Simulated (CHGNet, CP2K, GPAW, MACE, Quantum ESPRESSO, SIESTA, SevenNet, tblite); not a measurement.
**Other levels on H-capped Ge nanowire along [001] with a Si core (65 atoms)**

The cell holds 65 atoms: 28 Ge, 9 Si and 28 H. Its edges and angles: a = 26.501 Å, b = 26.501 Å, c = 5.658 Å, α = 90.0°, β = 90.0°, γ = 90.0°. It derives from Ge (diamond-structure). Round section of size parameter 6.53 Å cut from diamond-structure Ge (a = 5.658 Å) along [001], 1 period, broken bonds capped with H, 12 Å of vacuum, Si core of radius 3.59 Å. Then every atom was moved at random, 0.02 Å r.m.s. a Cartesian component (hydrogen 0.6 of that). Regions: wire, 37 atoms (28 Ge and 9 Si); hydrogen, 28 atoms (28 H). Vacuum lies along a and b. The structure repeats along c.

Geometry: as built.

The reference, a calculation:

| Quantity | Value |
| --- | --- |
| method | Kohn-Sham DFT, PBE, SSSP efficiency 1.3.0 pseudopotentials, plane waves (Quantum ESPRESSO 7.5); sssp-pbe-1.3.0-efficiency, cutoffs 60/480 Ry, Γ point |
| r.m.s. force component | 0.5593 eV/Å |
| longest force | 2.154 eV/Å |
| gap (highest filled to lowest empty level) | 2.054 eV |
| time | 43 min on 1 thread of Arm Neoverse V2, shared host |
| CPU time | 43 min |

Q: Estimate the differences from the reference, the CPU time and the memory of each run.
- SIESTA PBE, SZ, shift 0.02 Ry, mesh 300 Ry (SIESTA 5.4.2; 1 thread)
- CP2K PBE, DZVP-UZH, 450/70 Ry, diagonalisation (CP2K 2026.2; 2 threads)
- SIESTA PBE, DZP, shift 0.01 Ry, mesh 300 Ry (SIESTA 5.4.2; 1 thread)
- GPAW RPBE, LCAO dzp, h 0.2 Å (GPAW 26.7.0; 1 thread)
- CP2K PBE, DZVP-UZH, 225/50 Ry, diagonalisation (CP2K 2026.2; 1 thread)
- CP2K PBE, DZVP-UZH, 450/50 Ry, OT CG (CP2K 2026.2; 2 threads)
- CP2K PBE+D3, DZVP-UZH, 450/50 Ry, diagonalisation (CP2K 2026.2; 2 threads)
- CP2K PBE, SZV-MOLOPT-SR, 450/50 Ry, SIGN filter 1e-03, SCF 1e-04 (CP2K 2026.2; 1 thread)
- CP2K PBE, DZVP-UZH, 157/50 Ry, diagonalisation (CP2K 2026.2; 1 thread)
- MACE MP-0b3 medium potential (MACE MP-0b3 medium; 1 thread)

Differences are against the plane-wave reference, forces as r.m.s. over components; share is that over the reference's r.m.s. force, slope the least-squares factor from reference forces to these. Total energies of different programs have different zeros and aren't compared.

```csv
run,"Δ force, r.m.s. (meV/Å)",share (%),slope,Δ gap (eV),cores,CPU time,memory (GiB)
reference,-,-,-,-,1,43 min,12
"SIESTA PBE, SZ, shift 0.02 Ry, mesh 300 Ry (coarse)",682,122,1.725,0.607,1,48 s,0.8
"CP2K PBE, DZVP-UZH, 450/70 Ry, diagonalisation",25.1,4.49,0.981,0.0702,2,3.7 min,7.6
"SIESTA PBE, DZP, shift 0.01 Ry, mesh 300 Ry",107,19.2,1.031,0.105,1,2.4 min,1.3
"GPAW RPBE, LCAO dzp, h 0.2 Å",180,32.2,1.195,0.170,1,83 s,1.8
"CP2K PBE, DZVP-UZH, 225/50 Ry, diagonalisation (coarse)",29.8,5.32,0.979,0.0702,1,83 s,2.5
"CP2K PBE, DZVP-UZH, 450/50 Ry, OT CG",25.1,4.49,0.981,0.0702,2,9.5 min,3.4
"CP2K PBE+D3, DZVP-UZH, 450/50 Ry, diagonalisation",23.6,4.22,0.978,0.0702,2,3.2 min,7.6
"CP2K PBE, SZV-MOLOPT-SR, 450/50 Ry, SIGN filter 1e-03, SCF 1e-04 (coarse)",735,131,0.515,-,1,45 s,3.2
"CP2K PBE, DZVP-UZH, 157/50 Ry, diagonalisation (coarse)",296,52.9,0.917,0.0702,1,64 s,1.6
MACE MP-0b3 medium potential,163,29.1,0.819,-,1,6.9 s,0.75
```

Rows marked coarse were listed beforehand as settings not expected to be converged; some can still land near the reference.

Times of the machine-learned potentials are mostly Python's start and the loading of weights.

CPU time is summed over cores on a shared host, where runs went side by side, so it is rough. Symmetry, cutoffs, thresholds, outputs and thread counts weren't matched or tuned between programs; memory under MPI is the largest rank's times the ranks.

The PBE runs in local orbitals, coarse settings apart, differ by 4.5 % (CP2K PBE, DZVP-UZH, 450/50 Ry, OT CG) to 19 % (SIESTA PBE, DZP, shift 0.01 Ry, mesh 300 Ry); basis, grid and potentials can all enter. Machine-learned potentials differ by 29 % (MACE MP-0b3 medium potential); they were trained on other programs' data. Among those trained on PBE data the slope goes as low as 0.82, which softening far from their training structures can give, though the reference's k-sampling is untested too. Rows with another functional or a dispersion term differ by 4.2 % (CP2K PBE+D3, DZVP-UZH, 450/50 Ry, diagonalisation) to 32 % (GPAW RPBE, LCAO dzp, h 0.2 Å), which mixes the change of model with differences of basis and potentials. CP2K PBE, DZVP-UZH, 450/50 Ry, OT CG needed 72 SCF steps, so its time overstates the method's usual cost. Machine-learned potentials mimic data converged in k, so the reference's own k-point error enters their differences. The electronic-structure runs sample only Γ, in a cell whose periodic width is 6 Å.

[Logs are printed without paths, hosts, clocks, repeated set-up lines and the standing remarks that a program may print on its own settings, such as how far it seeks lower states.]

[Hosts, paths, dates, database ids (printed as entryN), source tags and the programs' standing remarks are cut or masked in the printed files.]
